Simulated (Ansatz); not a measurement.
System: AlGaAs2 (zincblende [001] superlattice).

The cell holds 24 atoms: 6 Ga, 12 As and 6 Al. Cell: a = 4.012 Å, b = 4.012 Å, c = 33.928 Å, α = 90.0°, β = 90.0°, γ = 90.0°. It derives from GaAs. Regions: GaAs, 12 atoms (6 Ga and 6 As); AlAs, 12 atoms (6 Al and 6 As). The structure's axis is c.

```xyz
24
Lattice="4.0117 0.0000 0.0000 0.0000 4.0117 0.0000 0.0000 0.0000 33.9277" Properties=species:S:1:pos:R:3 pbc="T T T"
Ga    0.0000    0.0000    0.7176
As    2.0058    0.0000    2.1272
Ga    2.0058    2.0059    3.5363
As    0.0000    2.0059    4.9459
Ga    0.0000    0.0000    6.3556
As    2.0058    0.0000    7.7653
Ga    2.0058    2.0059    9.1750
As    0.0000    2.0059   10.5848
Ga    0.0000    0.0000   11.9943
As    2.0058    0.0000   13.4034
Ga    2.0058    2.0059   14.8130
As    0.0000    2.0059   16.2277
Al    0.0000    0.0000   17.6408
As    2.0058    0.0000   19.0582
Al    2.0058    2.0059   20.4760
As    0.0000    2.0059   21.8939
Al    0.0000    0.0000   23.3115
As    2.0058    0.0000   24.7292
Al    2.0058    2.0059   26.1469
As    0.0000    2.0059   27.5645
Al    0.0000    0.0000   28.9824
As    2.0058    0.0000   30.4002
Al    2.0058    2.0059   31.8175
As    0.0000    2.0059   33.2307
```

The structure was relaxed with PBEsol. The runs that relaxed it are not among those shown. PAW set soft_1, made with PBE.

Gaps computed with Ansatz 0.2.0 without a self-energy: PBEsol 0.94 eV and PBEsol+SOC 0.84 eV.

Estimate the G0W0@PBEsol gap with 4×4×1 mesh, 1629 empty bands, screening to 120 eV, default PAW files.

About 1.66 eV: on its mesh the run moves the gap from 0.93 eV by +0.73 eV. A band edge moves to another state on the way. Spin-orbit coupling is not in that value; its −0.10 eV at the PBEsol level would bring it to about 1.56 eV. Bands and cutoff are finite, so the gap is not at the basis limit. The miss can reach some tenths of an eV and take either sign; the mesh is an error of its own. The 4×4×1 mesh is coarse for this cell (its supercell is 16 Å along the shortest edge). The RPA ε∞ on it, from the PBEsol start, is 13.71 and 18.87; such meshes misread the long-range screening, most where the gap is narrow. The many-body steps are scalar-relativistic: spin-orbit coupling is not in them.

[Paths, hosts, dates, memory and timing lines, banners, echoed tables and standing remarks are left out of the program output.]

[Logs are printed without paths, hosts, clocks, repeated set-up lines and the standing remarks that a program may print on its own settings, such as how far it seeks lower states.]

[Runs of the session that timed out or met a known fault of the program may be left out.]

[Cells called generated may have been cut or substituted from an entry of the Crystallography Open Database or the Materials Project.]

[Hosts, paths, dates, database ids (printed as entryN), source tags and the programs' standing remarks are cut or masked in the printed files.]
